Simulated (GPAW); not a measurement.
## BaZnPF (P4/nmm): G0W0 on several meshes in GPAW

Wanted: mesh dependence and cost of G0W0 for BaZnPF (P4/nmm).

Method: PBE and many-body steps on it, plane waves, in GPAW 26.7.0.

## (1) Set-up

It takes space group P4/nmm (No. 129, tetragonal). Conventional cell: a = 4.156 Å, b = 4.156 Å, c = 9.457 Å, α = 90.00°, β = 90.00°, γ = 90.00°. Nearest to Ba lie 4 F at 2.62 Å and 4 P at 3.41 Å. Nearest to Zn lie 4 P at 2.51 Å. Nearest to P lie 4 Zn at 2.51 Å and 4 Ba at 3.41 Å. F has 4 Ba at 2.62 Å nearest. Farther neighbours and most contacts between anions are not listed.

As a file:

```cif
data_structure
_symmetry_space_group_name_H-M 'P4/nmm:1'
_symmetry_Int_Tables_number 129
_cell_length_a 4.1563
_cell_length_b 4.1563
_cell_length_c 9.4574
_cell_angle_alpha 90.000
_cell_angle_beta 90.000
_cell_angle_gamma 90.000
_cell_volume 163.38
loop_
_atom_site_label
_atom_site_type_symbol
_atom_site_symmetry_multiplicity
_atom_site_Wyckoff_symbol
_atom_site_fract_x
_atom_site_fract_y
_atom_site_fract_z
_atom_site_occupancy
Ba1 Ba 2 c 0.50000 0.00000 0.33177 1
Zn1 Zn 2 a 0.50000 0.50000 0.00000 1
P1 P 2 c 0.00000 0.50000 0.14910 1
F1 F 2 b 0.50000 0.50000 0.50000 1
```

The cell and positions come from the Crystallography Open Database and are kept as given unless a step says otherwise. Spin-orbit coupling is left out unless a step names it.

## (2) Empty states on the mesh, 4×4×1 mesh, 275 bands

This step: GPAW 26.7.0; DFT, PBE, plane waves, PAW.

The sums over transitions need many empty states on a uniform mesh; this step solves for them.

Input file run.py:

```python
import json
import numpy as np
from gpaw.mpi import world
from gpaw import GPAW

calc = GPAW('gs.gpw').fixed_density(kpts={'size': (4, 4, 1), 'gamma': True},
    nbands=320,
    convergence={'bands': 275},
    txt='nscf.txt')
calc.write('full.gpw', mode='all')
res = {}
kpts = calc.get_ibz_k_points()
res['kpts'] = kpts
res['eigenvalues'] = [calc.get_eigenvalues(kpt=k) for k in range(len(kpts))]
res['n_electrons'] = calc.get_number_of_electrons()

if world.rank == 0:
    with open('result.json', 'w') as f:
        json.dump(res, f, default=lambda x: x.tolist())
```

Launch:

```console
$ mpirun -n 4 gpaw python run.py
```

Numbers of over 12 decimals in the logs are rounded to 6 here.

Output:

```text
Diagonalizing LCAO Hamiltonian
Converting LCAO to pw mode
convergence criteria:
- Maximum integral of absolute [eigenst]ate change: 4e-08 eV^2 / valence electron
maximum number of iterations: 100

SCF iterations
|iter     |     time |      energy | eigst |  dens |
|iter:   1|  |             | +4.51 |       |
|iter:   2|  |             | +3.34 |       |
|iter:   3|  |             | +2.36 |       |
[...]
|iter:  17|  |             | -6.72 |       |
|iter:  18|  |             | -7.06 |       |
|iter:  19|  |             | -7.44c|       |
SCF steps: 19
  __  _  _
 | _ |_)|_||  |
 |__||  | ||/\| - 26.7.0

Input parameters:
  mode=PW(ecut=600.0),
  convergence={'bands': 275},
  gpts=array([24, 24, 54]),
  kpts=MonkhorstPack(size=(4, 4, 1), gamma=True),
  maxiter=100,
  nbands=320,
  occupations=Occupations(name='fermi-dirac', width=0.001, fixmagmom=False),
  parallel={},
  xc=XC(name='PBE')
# Writing to full.gpw (mode='all')
  [... matrices ...]

timing:  # [seconds]
  Total: 0.119  # ━━━━━━━━━━━━━━━━━━━━━━━━━━━━━━━━━━━━━━━━━━━━━━━━━━━━━━━━━━━
```

Elapsed: 2.5 min, on 4 MPI ranks of Arm Neoverse V1, shared host; peak memory 1.2 GiB.

Numbers from this step:

```
gap                                                           : 0.4582 eV
k of the valence top                                          : 0, 0, 0
k of the conduction bottom                                    : 0, 0, 0
least direct gap                                              : 0.4582 eV
k points computed                                             : 6
lowest point of the top converged band, above the valence top : 66.6549 eV
```

On this mesh the gap is 0.458 eV.

## (3) 4×4×1

G0W0 replaces the xc potential by the self-energy, built once from these orbitals. Only a window of levels is corrected, while the sums run over the empty bands that the input names.

This step: G0W0 on PBE, plane waves, PAW.

Input file run.py:

```python
import json
import numpy as np
from gpaw.mpi import world
from gpaw.response.g0w0 import G0W0

gw = G0W0('full.gpw',
    filename='gw',
    kpts=[0],
    bands=(32, 36),
    ecut=48,
    nbands=123,
    integrate_gamma='WS',
    ppa=True)
gw.calculate()
res = {mode: {k: v for k, v in r.items() if k != 'sigma_eskwn'}
       for mode, r in gw.all_results.items()}

if world.rank == 0:
    with open('result.json', 'w') as f:
        json.dump(res, f, default=lambda x: x.tolist())
```

Launch:

```console
$ mpirun -n 4 gpaw python run.py
```

Output:

```text
Using integrator: PointIntegrator
FrequencyGridDescriptor(from 0.000+0.000j to 0.000+27.211j eV, 2 points)
Nonperiodic BCs:  [False False False]
Using integrator: PointIntegrator
FrequencyGridDescriptor(from 0.000+0.000j to 0.000+27.211j eV, 2 points)
Nonperiodic BCs:  [False False False]
  ___  _ _ _
 |   || | | |
 | | || | | |
 |__ ||_____|
 |___|

BZ k-points: Symmetries present (total): 8

  [... matrices ...]
16 k-points: 4 x 4 x 1 Monkhorst-Pack grid + [1/8,1/8,0.000000]
6 k-points in the irreducible part of the Brillouin zone
       k-points in crystal coordinates                weights
   0:     0.00000000    0.00000000    0.00000000          1/16
   1:     0.25000000    0.00000000    0.00000000          4/16
   2:     0.25000000    0.25000000    0.00000000          4/16
   3:     0.50000000    0.00000000    0.00000000          2/16
   4:     0.50000000    0.25000000    0.00000000          4/16
   5:     0.50000000    0.50000000    0.00000000          1/16

Distributing spins, k-points and bands (1 x 1 x 4) over 4 processes
Number of blocks: 1

Quasi particle states:
k-points (IBZ indices): [0]
Band range: (32, 36)
  [... matrices ...]
Computational parameters:
Plane wave cut-off: 48 eV
Number of bands: 123
Coulomb cutoff: None
Broadening: 0.1 eV

fxc modes: GW
Kernel: RPA
Using Godby-Needs plasmon-pole approximation:
  Fitting energy: i*E0, E0 = 1.000 Hartree
Summing all q:

Calculating screened Coulomb potential
No Coulomb truncation
FrequencyGridDescriptor(from 0.000+0.000j to 0.000+27.211j eV, 2 points)
Removing empty qpoint cache files...

Calculating chi0 body with:
    Ground state adapter containing:
    Number of spins: 1
    Number of kpoints: 16
    Number of irreducible kpoints: 6
    Number of completely occupied states: 34
    Number of partially occupied states: 34
    Occupied states memory: 16.13671875 M / cpu

    Linear response parametrization:
    q_c: [0.0, 0.0, 0.0]
    Number of frequency points: 2
    Planewave cutoff: 48.0
    Number of bands: 123
    Number of planewaves: 127
    Broadening (eta): 1e-06
    comm.size: 4
    kncomm.size: 4
    blockcomm.size: 1

    Memory estimate of potentially large arrays:
        chi0_wGG: 0.492218 M / cpu
Integrating chi0 body.

Symmetries of q_c:
    Direct symmetries (Uq -> q): 8
    Indirect symmetries (TUq -> q): 8
In total 16 allowed symmetries.

  [... matrices ...]
6 groups of equivalent kpoints. 62.5% reduction.

Integral kind: response function
Integrating chi0 head and wings.

Symmetries of q_c:
    Direct symmetries (Uq -> q): 8
    Indirect symmetries (TUq -> q): 8
In total 16 allowed symmetries.

  [... matrices ...]
6 groups of equivalent kpoints. 62.5% reduction.

Integral kind: response function wings

Calculating chi0 body with:
    Ground state adapter containing:
    Number of spins: 1
    Number of kpoints: 16
    Number of irreducible kpoints: 6
    Number of completely occupied states: 34
    Number of partially occupied states: 34
    Occupied states memory: 16.13671875 M / cpu

    Linear response parametrization:
[... the further q-points ...]

Results:
f:      Occupation numbers
eps:     KS-eigenvalues [eV]
vxc:     KS vxc [eV]
exx:     Exact exchange [eV]
sigma:   Self-energies [eV]
dsigma:  Self-energy derivatives
Z:       Renormalization factors
qp:      QP-energies [eV]

k-point 0 (0): (0.000, 0.000, 0.000)                GW
band       f     eps     vxc     exx   sigma  dsigma       Z      qp
                                                                   GW
  32   1.000   6.654 -16.074 -18.125   1.776  -0.269   0.788   6.438
  33   1.000   6.654 -16.074 -18.125   1.777  -0.269   0.788   6.438
  34   0.000   7.112 -13.036  -9.251  -2.828  -0.239   0.807   7.884
  35   0.000   8.271 -12.541  -8.849  -3.170  -0.233   0.811   8.694
```

Elapsed: 43 s, on 4 MPI ranks; peak memory 2.1 GiB; 2.9 min of CPU time.

Numbers from this step:

```yaml
g0w0_gap_on_the_points_computed: 1.446 eV
least_direct_g0w0_gap_on_the_computed_points: 1.446 eV
z_at_the_valence_top: 0.7883
z_at_the_conduction_bottom: 0.8071
starting_gap_on_the_mesh: 0.4582 eV
k_of_the_valence_top: 0, 0, 0
k_of_the_conduction_bottom: 0, 0, 0
```

The gap on the mesh goes from 0.46 eV to 1.45 eV, a correction of +0.99 eV.

## (4) Empty states on the mesh, 2×2×1 mesh, 133 bands

This step: DFT, PBE, plane waves, PAW.

Input file run.py:

```python
import json
import numpy as np
from gpaw.mpi import world
from gpaw import GPAW

calc = GPAW('gs.gpw').fixed_density(kpts={'size': (2, 2, 1), 'gamma': True},
    nbands=155,
    convergence={'bands': 133},
    txt='nscf.txt')
calc.write('full.gpw', mode='all')
res = {}
kpts = calc.get_ibz_k_points()
res['kpts'] = kpts
res['eigenvalues'] = [calc.get_eigenvalues(kpt=k) for k in range(len(kpts))]
res['n_electrons'] = calc.get_number_of_electrons()

if world.rank == 0:
    with open('result.json', 'w') as f:
        json.dump(res, f, default=lambda x: x.tolist())
```

Launch:

```console
$ mpirun -n 4 gpaw python run.py
```

Output:

```text
Diagonalizing LCAO Hamiltonian
Converting LCAO to pw mode
convergence criteria:
- Maximum integral of absolute [eigenst]ate change: 4e-08 eV^2 / valence electron
maximum number of iterations: 100

SCF iterations
|iter     |     time |      energy | eigst |  dens |
|iter:   1|  |             | +4.26 |       |
|iter:   2|  |             | +3.11 |       |
|iter:   3|  |             | +2.19 |       |
[...]
|iter:  18|  |             | -5.99 |       |
|iter:  19|  |             | -6.53 |       |
|iter:  20|  |             | -7.41c|       |
SCF steps: 20
  __  _  _
 | _ |_)|_||  |
 |__||  | ||/\| - 26.7.0

Input parameters:
  mode=PW(ecut=600.0),
  convergence={'bands': 133},
  gpts=array([24, 24, 54]),
  kpts=MonkhorstPack(size=(2, 2, 1), gamma=True),
  maxiter=100,
  nbands=155,
  occupations=Occupations(name='fermi-dirac', width=0.001, fixmagmom=False),
  parallel={},
  xc=XC(name='PBE')
# Writing to full.gpw (mode='all')
  [... matrices ...]

timing:  # [seconds]
  Total: 0.061  # ━━━━━━━━━━━━━━━━━━━━━━━━━━━━━━━━━━━━━━━━━━━━━━━━━━━━━━━━━━━
```

Wall time 35 s (4 MPI ranks); peak memory 0.85 GiB.

Numbers from this step:

```
gap                                                           : 0.4582 eV
k of the valence top                                          : 0, 0, 0
k of the conduction bottom                                    : 0, 0, 0
least direct gap                                              : 0.4582 eV
k points computed                                             : 3
lowest point of the top converged band, above the valence top : 34.15 eV
```

On this mesh the gap is 0.458 eV.

## (5) 2×2×1

This step: G0W0 on PBE, plane waves, PAW.

Input file run.py:

```python
import json
import numpy as np
from gpaw.mpi import world
from gpaw.response.g0w0 import G0W0

gw = G0W0('full.gpw',
    filename='gw',
    kpts=[0],
    bands=(32, 36),
    ecut=48,
    nbands=123,
    integrate_gamma='WS',
    ppa=True)
gw.calculate()
res = {mode: {k: v for k, v in r.items() if k != 'sigma_eskwn'}
       for mode, r in gw.all_results.items()}

if world.rank == 0:
    with open('result.json', 'w') as f:
        json.dump(res, f, default=lambda x: x.tolist())
```

Launch:

```console
$ mpirun -n 4 gpaw python run.py
```

Output:

```text
Using integrator: PointIntegrator
FrequencyGridDescriptor(from 0.000+0.000j to 0.000+27.211j eV, 2 points)
Nonperiodic BCs:  [False False False]
Using integrator: PointIntegrator
FrequencyGridDescriptor(from 0.000+0.000j to 0.000+27.211j eV, 2 points)
Nonperiodic BCs:  [False False False]
  ___  _ _ _
 |   || | | |
 | | || | | |
 |__ ||_____|
 |___|

BZ k-points: Symmetries present (total): 8

  [... matrices ...]
4 k-points: 2 x 2 x 1 Monkhorst-Pack grid + [1/4,1/4,0.000000]
3 k-points in the irreducible part of the Brillouin zone
       k-points in crystal coordinates                weights
   0:     0.00000000    0.00000000    0.00000000          1/4
   1:     0.50000000    0.00000000    0.00000000          2/4
   2:     0.50000000    0.50000000    0.00000000          1/4

Distributing spins, k-points and bands (1 x 1 x 4) over 4 processes
Number of blocks: 1

Quasi particle states:
k-points (IBZ indices): [0]
Band range: (32, 36)
  [... matrices ...]
Computational parameters:
Plane wave cut-off: 48 eV
Number of bands: 123
Coulomb cutoff: None
Broadening: 0.1 eV

fxc modes: GW
Kernel: RPA
Using Godby-Needs plasmon-pole approximation:
  Fitting energy: i*E0, E0 = 1.000 Hartree
Summing all q:

Calculating screened Coulomb potential
No Coulomb truncation
FrequencyGridDescriptor(from 0.000+0.000j to 0.000+27.211j eV, 2 points)
Removing empty qpoint cache files...

Calculating chi0 body with:
    Ground state adapter containing:
    Number of spins: 1
    Number of kpoints: 4
    Number of irreducible kpoints: 3
    Number of completely occupied states: 34
    Number of partially occupied states: 34
    Occupied states memory: 16.13671875 M / cpu

    Linear response parametrization:
    q_c: [0.0, 0.0, 0.0]
    Number of frequency points: 2
    Planewave cutoff: 48.0
    Number of bands: 123
    Number of planewaves: 127
    Broadening (eta): 1e-06
    comm.size: 4
    kncomm.size: 4
    blockcomm.size: 1

    Memory estimate of potentially large arrays:
        chi0_wGG: 0.492218 M / cpu
Integrating chi0 body.

Symmetries of q_c:
    Direct symmetries (Uq -> q): 8
    Indirect symmetries (TUq -> q): 8
In total 16 allowed symmetries.

  [... matrices ...]
3 groups of equivalent kpoints. 25.0% reduction.

Integral kind: response function
Integrating chi0 head and wings.

Symmetries of q_c:
    Direct symmetries (Uq -> q): 8
    Indirect symmetries (TUq -> q): 8
In total 16 allowed symmetries.

  [... matrices ...]
3 groups of equivalent kpoints. 25.0% reduction.

Integral kind: response function wings

Calculating chi0 body with:
    Ground state adapter containing:
    Number of spins: 1
    Number of kpoints: 4
    Number of irreducible kpoints: 3
    Number of completely occupied states: 34
    Number of partially occupied states: 34
    Occupied states memory: 16.13671875 M / cpu

    Linear response parametrization:
[... the further q-points ...]

Results:
f:      Occupation numbers
eps:     KS-eigenvalues [eV]
vxc:     KS vxc [eV]
exx:     Exact exchange [eV]
sigma:   Self-energies [eV]
dsigma:  Self-energy derivatives
Z:       Renormalization factors
qp:      QP-energies [eV]

k-point 0 (0): (0.000, 0.000, 0.000)                GW
band       f     eps     vxc     exx   sigma  dsigma       Z      qp
                                                                   GW
  32   1.000   6.654 -16.074 -18.721   2.305  -0.276   0.784   6.386
  33   1.000   6.654 -16.074 -18.721   2.305  -0.276   0.784   6.386
  34   0.000   7.112 -13.036  -8.568  -3.454  -0.250   0.800   7.924
  35   0.000   8.271 -12.541  -8.468  -3.562  -0.241   0.806   8.682
```

The job ended after 13 s (4 MPI ranks; peak memory 1.7 GiB; 52 s of CPU time).

This step gave:

* G0W0 gap on the points computed: 1.537 eV
* least direct G0W0 gap on the computed points: 1.537 eV
* Z at the valence top: 0.7837
* Z at the conduction bottom: 0.8000
* starting gap on the mesh: 0.4582 eV
* k of the valence top: 0, 0, 0
* k of the conduction bottom: 0, 0, 0

Against G0W0 in GPAW (4×4×1 mesh, 123 bands, screening to 48 eV, Godby-Needs plasmon pole), the gap moves by +0.091 eV.

## (6) The runs together

Times are wall times on 4 MPI ranks of Arm Neoverse V1, shared host, good to a factor of about two.

```csv
run,mesh,bands,screening cutoff (eV),DFT gap (eV),gap on the mesh (eV),direct (eV),time
4×4×1,4×4×1,123,48,0.458,1.446,1.446,43 s
2×2×1,2×2×1,123,48,0.458,1.537,1.537,13 s
```

## (7) Outcome

- 4×4×1: 1.446 eV
- 2×2×1: 1.537 eV
- known limits: not at the basis limit; d shell near the gap, gap tends to lie low; no spin-orbit coupling; coarse k mesh

In words: 2×2×1: +0.091 eV against 4×4×1. Bands and cutoff are finite, so the gap is not at the basis limit. The miss can reach some tenths of an eV and take either sign; the mesh is an error of its own. These stock PAW sets were not made for GW. In the G0W0 runs levels were corrected at 1 k point alone, so a gap called «on the mesh» is the least over those, and an edge elsewhere would be missed. The 4×4×1 mesh is coarse for this cell, which bears on the long-range parts of exchange and screening. Mesh or cutoff lie under what a gap needs, so these runs test behaviour and cost; their gaps are not to be quoted. A d shell, filled or nearly so, lies near the gap. One-shot GW converges very slowly in bands there, not always from below, and on a semilocal start the gap tends to come out low; starts rich in exact exchange can overshoot instead. The many-body steps are scalar-relativistic: spin-orbit coupling is not in them.

[Paths, hosts, dates, memory and timing lines, banners, echoed tables and standing remarks are left out of the program output.]

[Logs are printed without paths, hosts, clocks, repeated set-up lines and the standing remarks that a program may print on its own settings, such as how far it seeks lower states.]

[Runs of the session that timed out or met a known fault of the program may be left out.]

[Hosts, paths, dates, database ids (printed as entryN), source tags and the programs' standing remarks are cut or masked in the printed files.]
